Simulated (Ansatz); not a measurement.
Rows from a G0W0 calculation on BaTiO3 (Barioperovskite) (Ansatz 0.2.0; G0W0 on LDA, plane waves, PAW; 4×4×4 mesh, 83 empty bands, screening to 69 eV), in eV. Spin-orbit coupling is left out.

| row | k | band | start | Σx | Σc at the solution | Vxc |
| --- | --- | --- | --- | --- | --- | --- |
| A | Γ | v1 | 9.685 | -25.973 | 4.691 | -21.453 |
| B | (-0.500, -0.500, -0.500) | v1 | 9.843 | -25.753 | 4.994 | -20.897 |
| C | (-0.500, -0.500, -0.500) | c1 | 14.020 | -14.675 | -7.412 | -23.850 |
| D | Γ | c2 | 11.728 | -12.756 | -6.057 | -20.575 |
| E | (-0.500, -0.500, -0.500) | c2 | 14.061 | -14.701 | -7.489 | -23.955 |
| F | Γ | c1 | 11.664 | -12.628 | -6.165 | -20.569 |

Work out each quasiparticle level and how far it moved.

The quasiparticle equation reads E = start + Σx + Σc(E) − Vxc.

| row | E (eV) | shift (eV) |
| --- | --- | --- |
| A | 9.856 | +0.171 |
| B | 9.980 | +0.137 |
| C | 15.783 | +1.764 |
| D | 13.490 | +1.762 |
| E | 15.826 | +1.764 |
| F | 13.440 | +1.776 |

The gap over the computed points goes from 1.82 eV to 3.46 eV.

Limits: not at the basis limit; no spin-orbit coupling; coarse k mesh.

[Runs of the session that timed out or met a known fault of the program may be left out.]

[Cells called generated may have been cut or substituted from an entry of the Crystallography Open Database or the Materials Project.]

[Hosts, paths, dates, database ids (printed as entryN), source tags and the programs' standing remarks are cut or masked in the printed files.]
